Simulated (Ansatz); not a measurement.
# Sn wire along [100], 37 atoms a period, H-terminated: bands by functional

What gap, if any, does the Sn wire along [100], 37 atoms a period, H-terminated have, and how does it change with the functional?

Method: DFT PBE, plane waves, PAW; relaxation of a wire's period; PAW set soft_1, in the first sound run; inputs show where later runs differ, in Ansatz 0.2.0.

### 1. Starting point

The cell holds 65 atoms: 37 Sn and 28 H. Cell: a = 22.121 Å, b = 22.121 Å, c = 6.650 Å, α = 90.0°, β = 90.0°, γ = 90.0°. Vacuum lies along a and b. The structure's axis is c.

### 2. The relaxed wire

Band widths follow the bond lengths, so the wire is relaxed first. The atoms and the third cell vector are free; the box across stays fixed as vacuum. A Fermi-Dirac smearing is set since the result may be a metal. The pressure printed is a third of the stress's trace over the whole box, vacuum included; only the stress along the axis is relaxed.

The input, input.yaml:

```yaml
crystal:
  lattice:
    - [22.121, 0.0, 0.0]
    - [0.0, 22.121, 0.0]
    - [0.0, 0.0, 6.65]
  atoms:
    - { symbol: Sn, position: [0.199374484, 0.349684145, 0.0] }
    - { symbol: Sn, position: [0.199374484, 0.650303466, 0.0] }
    - { symbol: Sn, position: [0.349684145, 0.199374484, 0.0] }
    - { symbol: Sn, position: [0.349684145, 0.499993805, 0.0] }
    - { symbol: Sn, position: [0.349684145, 0.800613126, 0.0] }
    - { symbol: Sn, position: [0.499993805, 0.349684145, 0.0] }
    - { symbol: Sn, position: [0.499993805, 0.650303466, 0.0] }
    - { symbol: Sn, position: [0.650303466, 0.199374484, 0.0] }
    - { symbol: Sn, position: [0.650303466, 0.499993805, 0.0] }
    - { symbol: Sn, position: [0.650303466, 0.800613126, 0.0] }
    - { symbol: Sn, position: [0.800613126, 0.349684145, 0.0] }
    - { symbol: Sn, position: [0.800613126, 0.650303466, 0.0] }
    - { symbol: H, position: [0.153700104, 0.304009764, 0.151934281] }
    - { symbol: H, position: [0.153700104, 0.604629085, 0.151934281] }
    - { symbol: H, position: [0.304009764, 0.153700104, 0.151934281] }
    - { symbol: H, position: [0.395358525, 0.846287507, 0.151934281] }
    - { symbol: H, position: [0.604629085, 0.153700104, 0.151934281] }
    - { symbol: H, position: [0.695977846, 0.846287507, 0.151934281] }
    - { symbol: H, position: [0.846287507, 0.395358525, 0.151934281] }
    - { symbol: H, position: [0.846287507, 0.695977846, 0.151934281] }
    - { symbol: Sn, position: [0.274529315, 0.424838975, 0.25] }
    - { symbol: Sn, position: [0.274529315, 0.725458296, 0.25] }
    - { symbol: Sn, position: [0.424838975, 0.274529315, 0.25] }
    - { symbol: Sn, position: [0.424838975, 0.575148636, 0.25] }
    - { symbol: Sn, position: [0.575148636, 0.424838975, 0.25] }
    - { symbol: Sn, position: [0.575148636, 0.725458296, 0.25] }
    - { symbol: Sn, position: [0.725458296, 0.274529315, 0.25] }
    - { symbol: Sn, position: [0.725458296, 0.575148636, 0.25] }
    - { symbol: H, position: [0.153700104, 0.545668186, 0.348065719] }
    - { symbol: H, position: [0.454319425, 0.846287507, 0.348065719] }
    - { symbol: H, position: [0.545668186, 0.153700104, 0.348065719] }
    - { symbol: H, position: [0.846287507, 0.454319425, 0.348065719] }
    - { symbol: H, position: [0.228854934, 0.771132677, 0.401934281] }
    - { symbol: H, position: [0.771132677, 0.228854934, 0.401934281] }
    - { symbol: Sn, position: [0.199374484, 0.499993805, 0.5] }
    - { symbol: Sn, position: [0.349684145, 0.349684145, 0.5] }
    - { symbol: Sn, position: [0.349684145, 0.650303466, 0.5] }
    - { symbol: Sn, position: [0.499993805, 0.199374484, 0.5] }
    - { symbol: Sn, position: [0.499993805, 0.499993805, 0.5] }
    - { symbol: Sn, position: [0.499993805, 0.800613126, 0.5] }
    - { symbol: Sn, position: [0.650303466, 0.349684145, 0.5] }
    - { symbol: Sn, position: [0.650303466, 0.650303466, 0.5] }
    - { symbol: Sn, position: [0.800613126, 0.499993805, 0.5] }
    - { symbol: H, position: [0.228854934, 0.228854934, 0.598065719] }
    - { symbol: H, position: [0.771132677, 0.771132677, 0.598065719] }
    - { symbol: H, position: [0.153700104, 0.454319425, 0.651934281] }
    - { symbol: H, position: [0.454319425, 0.153700104, 0.651934281] }
    - { symbol: H, position: [0.545668186, 0.846287507, 0.651934281] }
    - { symbol: H, position: [0.846287507, 0.545668186, 0.651934281] }
    - { symbol: Sn, position: [0.274529315, 0.274529315, 0.75] }
    - { symbol: Sn, position: [0.274529315, 0.575148636, 0.75] }
    - { symbol: Sn, position: [0.424838975, 0.424838975, 0.75] }
    - { symbol: Sn, position: [0.424838975, 0.725458296, 0.75] }
    - { symbol: Sn, position: [0.575148636, 0.274529315, 0.75] }
    - { symbol: Sn, position: [0.575148636, 0.575148636, 0.75] }
    - { symbol: Sn, position: [0.725458296, 0.424838975, 0.75] }
    - { symbol: Sn, position: [0.725458296, 0.725458296, 0.75] }
    - { symbol: H, position: [0.153700104, 0.395358525, 0.848065719] }
    - { symbol: H, position: [0.153700104, 0.695977846, 0.848065719] }
    - { symbol: H, position: [0.304009764, 0.846287507, 0.848065719] }
    - { symbol: H, position: [0.395358525, 0.153700104, 0.848065719] }
    - { symbol: H, position: [0.604629085, 0.846287507, 0.848065719] }
    - { symbol: H, position: [0.695977846, 0.153700104, 0.848065719] }
    - { symbol: H, position: [0.846287507, 0.304009764, 0.848065719] }
    - { symbol: H, position: [0.846287507, 0.604629085, 0.848065719] }
kpoints:
  mp_grid: { grid: [1, 1, 13] }
scf:
  occupations: { method: fermi_dirac, width: 0.05 }
hamiltonian:
  xc: pbe
  pseudopotentials: { kind: paw, azcp: { folder: soft_1 } }
relax:
  cell: { fix: [a, b, alpha, beta, gamma] }
  max_steps: 45
  f_tol: 0.03
```

On the command line:

```console
> ansatz run input.yaml --threads 8 --pin off --max-ram 16384MiB --backend cpu --events-out ev --progress --plain --runs-dir out
```

Numbers of over 12 decimals in the logs are rounded to 6 here.

The program printed:

```text
Engine: ansatz 0.2.0, x86_64-unknown-linux-gnu
Pseudopotentials: kind: paw
Pseudopotential: Sn, paw, valence charge 14, recommended cutoff 420 eV (normal), soft_1/Sn.paw.azcp
Pseudopotential: H, paw, valence charge 1, recommended cutoff 420 eV (normal), soft_1/H.paw.azcp
Functional definition: PBE
  parameter kappa = 0.804
  parameter beta = 0.066725
  exchange = pbe_x(kappa = kappa, mu = beta*pi^2/3)
  correlation = pbe_c(beta = beta)
Crystal: 65 atoms, lattice volume = 3254.102 Å³
Basis set: ecut = 420 eV, 63583 PW (Γ), exchange–correlation on 300×300×90 points (8 copies of the dense FFT grid, shifted against one another)
Bands: 338, of which v1, the nominal top of the filled ones, is band 273 counted from 1 (272 counted from 0)
Symmetry: 8 space group operations
Space group: P-42m (ITA 111), of the structure as read, at distance tolerance 1.5e-4 Å
k-points: 7 of 13
Non-local potential: Sn, projectors of the file, l = 0: 2, l = 1: 2, l = 2: 2, l = 3: 1
Non-local potential: H, projectors of the file, l = 0: 2, l = 1: 1
PAW form: soft (Blöchl's): semilocal exchange-correlation on the pseudo side does not see the compensation charge
PAW one-centre angular grid: Sn, 590 points (default); XC on 64 Gauss nodes
PAW one-centre angular grid: H, 110 points (default); XC on 64 Gauss nodes
Initial density: superposition of atomic densities (neutral atoms: chi_scale 0, normalization atom)
Initial wavefunctions: pseudopotential atomic-orbital guess
Functional: x = pbe(κ = 0.804, μ = 0.219515), c = pbe(β = 0.066725)
SCF iter   1: F=—  HF=-223338.561500 eV  |F-HF|=—  |Δ(HF+E_count)|=         —  Δρ=2.88e-2  dr2=2.94e1  ethr=3.10e-3  ⟨swp⟩=6.3  Hψ=9974  notcnv=0  defer=137
preconditioner: auto → Resta (q_TF=auto, 2.026 Å⁻¹)  ε∞=2.3  [insulator: Δε(μ)=0.612 eV  Ē_g=7.684 eV  σ=0.050 eV  W_gap=1.00  n_scr=444 (ndim 8)  ℏωp=8.6 eV  f_vac=0.462  D(μ)=0.02/eV (n_scr^D=0)  ε∞_Penn≈2.3  vacuum switching on, ρ_ref=4.3e-3 e/Å³]
SCF iter   2: F=—  HF=-223332.149705 eV  |F-HF|=—  |Δ(HF+E_count)|=    6.41e0  Δρ=1.17e-2  dr2=7.50e0  ethr=3.10e-3  ⟨swp⟩=2.3  Hψ=3199  notcnv=0  defer=369
SCF iter   3: F=—  HF=-223331.406109 eV  |F-HF|=—  |Δ(HF+E_count)|=   7.44e-1  Δρ=5.28e-3  dr2=6.03e0  ethr=1.37e-3  ⟨swp⟩=3.0  Hψ=3264  notcnv=0  defer=355
SCF iter   4: F=—  HF=-223330.739032 eV  |F-HF|=—  |Δ(HF+E_count)|=   6.67e-1  Δρ=1.75e-3  dr2=4.53e-1  ethr=1.10e-3  ⟨swp⟩=3.1  Hψ=3287  notcnv=0  defer=356
SCF iter   5: F=—  HF=-223330.726683 eV  |F-HF|=—  |Δ(HF+E_count)|=   1.23e-2  Δρ=6.59e-4  dr2=2.39e-2  ethr=8.30e-5  ⟨swp⟩=2.4  Hψ=2730  notcnv=0  defer=358
SCF iter   6: F=—  HF=-223330.739220 eV  |F-HF|=—  |Δ(HF+E_count)|=   1.25e-2  Δρ=2.60e-4  dr2=2.75e-3  ethr=4.38e-6  ⟨swp⟩=2.0  Hψ=2625  notcnv=0  defer=358
SCF iter   7: F=—  HF=-223330.742231 eV  |F-HF|=—  |Δ(HF+E_count)|=   3.01e-3  Δρ=6.54e-5  dr2=2.76e-4  ethr=5.04e-7  ⟨swp⟩=2.0  Hψ=3627  notcnv=0  defer=358
SCF iter   8: F=—  HF=-223330.742393 eV  |F-HF|=—  |Δ(HF+E_count)|=   1.62e-4  Δρ=1.90e-5  dr2=2.15e-5  ethr=5.05e-8  ⟨swp⟩=2.0  Hψ=3920  notcnv=0  defer=358
SCF iter   9: F=—  HF=-223330.742111 eV  |F-HF|=—  |Δ(HF+E_count)|=   2.82e-4  Δρ=8.22e-6  dr2=6.36e-6  ethr=3.94e-9  ⟨swp⟩=3.0  Hψ=4483  notcnv=0  defer=358
SCF iter  10: F=—  HF=-223330.742114 eV  |F-HF|=—  |Δ(HF+E_count)|=   3.22e-6  Δρ=3.16e-6  dr2=7.76e-7  ethr=1.17e-9  ⟨swp⟩=3.0  Hψ=3930  notcnv=0  defer=358
SCF iter  11: F=-223330.742115 eV  HF=-223330.742115 eV  |F-HF|=4.88e-8  |Δ(HF+E_count)|=   7.50e-7  Δρ=8.73e-7  dr2=5.27e-8  ethr=1.83e-11  ⟨swp⟩=3.1  Hψ=8681  notcnv=0
SCF 1 converged in 11 iterations: F = -223330.742115 eV  dr2 = 5.27e-8
  greatest PAW one-centre occupation: 0.991 electrons in one spin orbital (limit 2), on the Sn atom at site 10 (counted from 0), in its partial waves of l = 2
relax step   1: F+E_penalty+E_count = -223330.74211491 eV  Δ(F+E_penalty+E_count) = +0.000e0 eV  max|allowed force component| = 1.666e-1 eV/Å  Δτ_max = 0.0000 Å  P = -0.317 GPa  Ω = 3254.102 Å³  fix = [a, b, alpha, beta, gamma]  reactions: a -0.350, b -0.350 GPa  (11 SCF iters, dr2 threshold 1.00e-7 eV, accepted)
Crystal: 65 atoms, lattice volume = 3250.277 Å³
Basis set: ecut = 420 eV, 63471 PW (Γ), exchange–correlation on 300×300×90 points (8 copies of the dense FFT grid, shifted against one another)
Initial density: handed on by an earlier stage of this run
Initial wavefunctions: those handed on with the density
iter 1 solved again at ethr=1.44e-4 eV; its pass at ethr=3.10e-3 eV (dr2=7.84e-1 eV) is discarded
SCF iter   1: F=—  HF=-223330.784474 eV  |F-HF|=—  |Δ(HF+E_count)|=         —  Δρ=5.89e-3  dr2=7.92e-1  ethr=1.44e-4  ⟨swp⟩=7.0  Hψ=10593  notcnv=0  defer=2
preconditioner: auto → Resta (q_TF=auto, 2.027 Å⁻¹)  ε∞=1.6  [insulator: Δε(μ)=1.018 eV  Ē_g=18.949 eV  σ=0.050 eV  W_gap=1.00  n_scr=444 (ndim 8)  ℏωp=15.2 eV  f_vac=0.508  D(μ)=0.00/eV (n_scr^D=0)  ε∞_Penn≈1.6  vacuum switching on, ρ_ref=2.6e-2 e/Å³]
SCF iter   2: F=—  HF=-223330.670946 eV  |F-HF|=—  |Δ(HF+E_count)|=   1.14e-1  Δρ=2.98e-3  dr2=1.87e-1  ethr=1.44e-4  ⟨swp⟩=3.4  Hψ=3280  notcnv=0  defer=101
SCF iter   3: F=—  HF=-223330.690890 eV  |F-HF|=—  |Δ(HF+E_count)|=   1.99e-2  Δρ=7.29e-4  dr2=2.66e-1  ethr=3.42e-5  ⟨swp⟩=3.4  Hψ=3811  notcnv=0  defer=186
SCF iter   4: F=—  HF=-223330.657205 eV  |F-HF|=—  |Δ(HF+E_count)|=   3.37e-2  Δρ=2.90e-4  dr2=2.67e-2  ethr=3.42e-5  ⟨swp⟩=2.0  Hψ=2641  notcnv=0  defer=324
SCF iter   5: F=—  HF=-223330.654532 eV  |F-HF|=—  |Δ(HF+E_count)|=   2.67e-3  Δρ=1.36e-4  dr2=7.15e-4  ethr=4.90e-6  ⟨swp⟩=1.7  Hψ=2385  notcnv=0  defer=324
SCF iter   6: F=—  HF=-223330.654640 eV  |F-HF|=—  |Δ(HF+E_count)|=   1.08e-4  Δρ=4.56e-5  dr2=6.68e-5  ethr=1.31e-7  ⟨swp⟩=2.6  Hψ=3610  notcnv=0  defer=336
SCF iter   7: F=—  HF=-223330.654677 eV  |F-HF|=—  |Δ(HF+E_count)|=   3.66e-5  Δρ=1.44e-5  dr2=9.55e-6  ethr=1.22e-8  ⟨swp⟩=2.0  Hψ=2629  notcnv=0  defer=336
SCF iter   8: F=—  HF=-223330.654680 eV  |F-HF|=—  |Δ(HF+E_count)|=   3.75e-6  Δρ=4.66e-6  dr2=2.16e-6  ethr=3.18e-10  ⟨swp⟩=5.3  Hψ=7638  notcnv=0
SCF iter   9: F=-223330.654680 eV  HF=-223330.654680 eV  |F-HF|=2.15e-8  |Δ(HF+E_count)|=   3.68e-8  Δρ=1.83e-6  dr2=1.11e-7  ethr=3.18e-10  ⟨swp⟩=4.9  Hψ=6809  notcnv=0
SCF 2 converged in 9 iterations: F = -223330.654680 eV  dr2 = 1.11e-7
  greatest PAW one-centre occupation: 0.991 electrons in one spin orbital (limit 2), on the Sn atom at site 38 (counted from 0), in its partial waves of l = 2
[...]
E_aug_tail   = -0.013920  (compensation charges beyond the density's cutoff)
  E_ewald      = 52766.706078
  E_smearing   = -0.000008  (= −TS)
  E_closure    = 0.000000  (closes the sum)
  Σ components = -223331.148024   (vs F -223331.148024, Δ=0.00e0)
--- Forces (eV/Å), atoms counted from 1 ---
  atom   1  Sn    -0.00265196     0.00154426    -0.00330776
  atom   2  Sn    -0.00265196    -0.00154426     0.00330776
  atom   3  Sn     0.00154426    -0.00265196    -0.00330776
  atom   4  Sn     0.01033723    -0.00000000    -0.00000000
  atom   5  Sn     0.00154426     0.00265196     0.00330776
  atom   6  Sn    -0.00000000     0.01033723    -0.00000000
  atom   7  Sn     0.00000000    -0.01033723     0.00000000
  atom   8  Sn    -0.00154426    -0.00265196     0.00330776
  atom   9  Sn    -0.01033723     0.00000000     0.00000000
  atom  10  Sn    -0.00154426     0.00265196    -0.00330776
  atom  11  Sn     0.00265196     0.00154426     0.00330776
  atom  12  Sn     0.00265196    -0.00154426    -0.00330776
  atom  13  H      0.00283774     0.00103967     0.00267668
  atom  14  H     -0.00055901     0.00222374    -0.00197081
  atom  15  H      0.00103967     0.00283774     0.00267668
  atom  16  H     -0.00222374     0.00055901    -0.00197081
  atom  17  H      0.00222374    -0.00055901    -0.00197081
  atom  18  H     -0.00103967    -0.00283774     0.00267668
  atom  19  H      0.00055901    -0.00222374    -0.00197081
  atom  20  H     -0.00283774    -0.00103967     0.00267668
  atom  21  Sn    -0.00593532    -0.00845477     0.00362257
  atom  22  Sn     0.00530090    -0.00530090    -0.00174853
  atom  23  Sn    -0.00845477    -0.00593532     0.00362257
  atom  24  Sn    -0.00480740     0.00480740     0.00241536
  atom  25  Sn     0.00480740    -0.00480740     0.00241536
  atom  26  Sn     0.00845477     0.00593532     0.00362257
  atom  27  Sn    -0.00530090     0.00530090    -0.00174853
  atom  28  Sn     0.00593532     0.00845477     0.00362257
  atom  29  H     -0.00056003    -0.00112622    -0.00040874
  atom  30  H      0.00112622     0.00056003    -0.00040874
  atom  31  H     -0.00112622    -0.00056003    -0.00040874
  atom  32  H      0.00056003     0.00112622    -0.00040874
  atom  33  H     -0.00416123     0.00416123     0.00218600
  atom  34  H      0.00416123    -0.00416123     0.00218600
  atom  35  Sn     0.00076771    -0.00000000    -0.00000000
  atom  36  Sn     0.00160255     0.00160255     0.00090061
  atom  37  Sn     0.00160255    -0.00160255    -0.00090061
  atom  38  Sn    -0.00000000     0.00076771    -0.00000000
  atom  39  Sn    -0.00000000     0.00000000    -0.00000000
  atom  40  Sn     0.00000000    -0.00076771    -0.00000000
[...]
atom  54  Sn     0.00845477    -0.00593532    -0.00362257
  atom  55  Sn     0.00480740     0.00480740    -0.00241536
  atom  56  Sn     0.00593532    -0.00845477    -0.00362257
  atom  57  Sn    -0.00530090    -0.00530090     0.00174853
  atom  58  H     -0.00055901    -0.00222374     0.00197081
  atom  59  H      0.00283774    -0.00103967    -0.00267668
  atom  60  H      0.00103967    -0.00283774    -0.00267668
  atom  61  H     -0.00222374    -0.00055901     0.00197081
  atom  62  H      0.00222374     0.00055901     0.00197081
  atom  63  H     -0.00103967     0.00283774    -0.00267668
  atom  64  H     -0.00283774     0.00103967    -0.00267668
  atom  65  H      0.00055901     0.00222374     0.00197081
  max |Σ_I F_I| component: 1.26e-17 eV/Å
--- Stress (GPa, compression-positive) ---
        0.004467      -0.000000      -0.000000
       -0.000000       0.004467       0.000000
       -0.000000       0.000000       0.006993
  P = ⅓ Tr σ = 0.0053 GPa (0.053 kbar)
--- Relaxed structure (8 steps of the walk, 6 accepted, 1 SCFs on fresh bases) ---
  F+E_penalty+E_count = -223331.14802441 eV   max|allowed force component| = 1.034e-2 eV/Å   (the final SCF, on the basis selected at the relaxed cell)
  cell:  # Å, volume = 3259.9807 Å³
    - [22.121, 0, 0]
    - [0, 22.121, 0]
    - [0, 0, 6.662014]
  atoms:
    - { symbol: Sn, position: [0.203150, 0.344243, 0.020210] }
    - { symbol: Sn, position: [0.203150, 0.655757, -0.020210] }
    - { symbol: Sn, position: [0.344243, 0.203150, 0.020210] }
    - { symbol: Sn, position: [0.349894, 0.5, 0] }
    - { symbol: Sn, position: [0.344243, 0.796850, -0.020210] }
    - { symbol: Sn, position: [0.5, 0.349894, 0] }
    - { symbol: Sn, position: [0.5, 0.650106, 0] }
    - { symbol: Sn, position: [0.655757, 0.203150, -0.020210] }
    - { symbol: Sn, position: [0.650106, 0.5, 0] }
    - { symbol: Sn, position: [0.655757, 0.796850, 0.020210] }
    - { symbol: Sn, position: [0.796850, 0.344243, -0.020210] }
    - { symbol: Sn, position: [0.796850, 0.655757, 0.020210] }
    - { symbol: H, position: [0.168773, 0.294064, 0.184838] }
    - { symbol: H, position: [0.145739, 0.617108, 0.101073] }
    - { symbol: H, position: [0.294064, 0.168773, 0.184838] }
    - { symbol: H, position: [0.382892, 0.854261, 0.101073] }
    - { symbol: H, position: [0.617108, 0.145739, 0.101073] }
    - { symbol: H, position: [0.705936, 0.831227, 0.184838] }
    - { symbol: H, position: [0.854261, 0.382892, 0.101073] }
    - { symbol: H, position: [0.831227, 0.705936, 0.184838] }
    - { symbol: Sn, position: [0.275771, 0.424834, 0.250659] }
    - { symbol: Sn, position: [0.276801, 0.723199, 0.247010] }
    - { symbol: Sn, position: [0.424834, 0.275771, 0.250659] }
    - { symbol: Sn, position: [0.425320, 0.574680, 0.248854] }
    - { symbol: Sn, position: [0.574680, 0.425320, 0.248854] }
    - { symbol: Sn, position: [0.575166, 0.724229, 0.250659] }
    - { symbol: Sn, position: [0.723199, 0.276801, 0.247010] }
    - { symbol: Sn, position: [0.724229, 0.575166, 0.250659] }
    - { symbol: H, position: [0.156259, 0.544515, 0.352881] }
    - { symbol: H, position: [0.455485, 0.843741, 0.352881] }
    - { symbol: H, position: [0.544515, 0.156259, 0.352881] }
    - { symbol: H, position: [0.843741, 0.455485, 0.352881] }
    - { symbol: H, position: [0.231181, 0.768819, 0.396624] }
    - { symbol: H, position: [0.768819, 0.231181, 0.396624] }
    - { symbol: Sn, position: [0.203163, 0.5, 0.5] }
    - { symbol: Sn, position: [0.350912, 0.350912, 0.501059] }
    - { symbol: Sn, position: [0.350912, 0.649088, 0.498941] }
    - { symbol: Sn, position: [0.5, 0.203163, 0.5] }
    - { symbol: Sn, position: [0.5, 0.5, 0.5] }
    - { symbol: Sn, position: [0.5, 0.796837, 0.5] }
    - { symbol: Sn, position: [0.649088, 0.350912, 0.498941] }
    - { symbol: Sn, position: [0.649088, 0.649088, 0.501059] }
    - { symbol: Sn, position: [0.796837, 0.5, 0.5] }
    - { symbol: H, position: [0.231181, 0.231181, 0.603376] }
    - { symbol: H, position: [0.768819, 0.768819, 0.603376] }
    - { symbol: H, position: [0.156259, 0.455485, 0.647119] }
    - { symbol: H, position: [0.455485, 0.156259, 0.647119] }
    - { symbol: H, position: [0.544515, 0.843741, 0.647119] }
    - { symbol: H, position: [0.843741, 0.544515, 0.647119] }
    - { symbol: Sn, position: [0.276801, 0.276801, 0.752990] }
    - { symbol: Sn, position: [0.275771, 0.575166, 0.749341] }
    - { symbol: Sn, position: [0.425320, 0.425320, 0.751146] }
    - { symbol: Sn, position: [0.424834, 0.724229, 0.749341] }
    - { symbol: Sn, position: [0.575166, 0.275771, 0.749341] }
    - { symbol: Sn, position: [0.574680, 0.574680, 0.751146] }
    - { symbol: Sn, position: [0.724229, 0.424834, 0.749341] }
    - { symbol: Sn, position: [0.723199, 0.723199, 0.752990] }
    - { symbol: H, position: [0.145739, 0.382892, 0.898927] }
    - { symbol: H, position: [0.168773, 0.705936, 0.815162] }
    - { symbol: H, position: [0.294064, 0.831227, 0.815162] }
    - { symbol: H, position: [0.382892, 0.145739, 0.898927] }
    - { symbol: H, position: [0.617108, 0.854261, 0.898927] }
    - { symbol: H, position: [0.705936, 0.168773, 0.815162] }
    - { symbol: H, position: [0.831227, 0.294064, 0.815162] }
    - { symbol: H, position: [0.854261, 0.617108, 0.898927] }
[key lines of the parts left out:]
SCF converged after 7 iterations
Free energy (F): -223331.148024 eV
Fermi energy:    0.387297 eV
```

Run time: 15 min. Hardware: 8 threads of Intel Xeon 6975P-C (Granite Rapids), shared host; peak memory 12 GiB.

The steps of the relaxation:

```tsv
step	energy less that of the first step (eV)	largest force component (eV/Å)	pressure (GPa)	volume (Å³)
1	0.0000	0.1666	-0.32	3254.10
2	0.0874	0.7351	0.24	3250.28
3	-0.2270	0.0584	-0.10	3255.62
4	-0.2879	0.0453	-0.02	3264.42
5	-0.3609	0.0361	0.00	3263.09
6	-0.3879	0.1372	-0.04	3266.12
7	-0.3849	0.0735	0.03	3257.91
8	-0.4054	0.0103	0.00	3259.98
9*	-0.4059	0.0103	0.01	3259.98
```

Relaxation steps marked * repeat the geometry before them on a plane-wave basis chosen anew for their cell, so energy and pressure can jump there. Relaxation steps 2, 7 were tried and not accepted.

Forces are held to the 8 operations that the run works with; a distortion that breaks them can't arise in this run.

```tsv
cell as run	before	after	change
c (Å)	6.650	6.662	+0.2 %
```

The atoms that moved most (Å, along periodic axes as changes of fractional coordinates times the final cell, across vacuum about the mean position):

```tsv
atom	dx	dy	dz	length
H14	-0.176	0.276	-0.339	0.471
H17	0.276	-0.176	-0.339	0.471
H62	0.276	0.176	0.339	0.471
H65	0.176	0.276	0.339	0.471
H61	-0.276	-0.176	0.339	0.471
H58	-0.176	-0.276	0.339	0.471
H16	-0.276	0.176	-0.339	0.471
H19	0.176	-0.276	-0.339	0.471
```

This step gave:

```yaml
cell_length_along_the_wire: 6.662 Å
```

The cell's length comes to 6.662 Å with spin left out.

(Part 1 of 2 ends here.)

[Logs are printed without paths, hosts, clocks, repeated set-up lines and the standing remarks that a program may print on its own settings, such as how far it seeks lower states.]

[Hosts, paths, dates, database ids (printed as entryN), source tags and the programs' standing remarks are cut or masked in the printed files.]
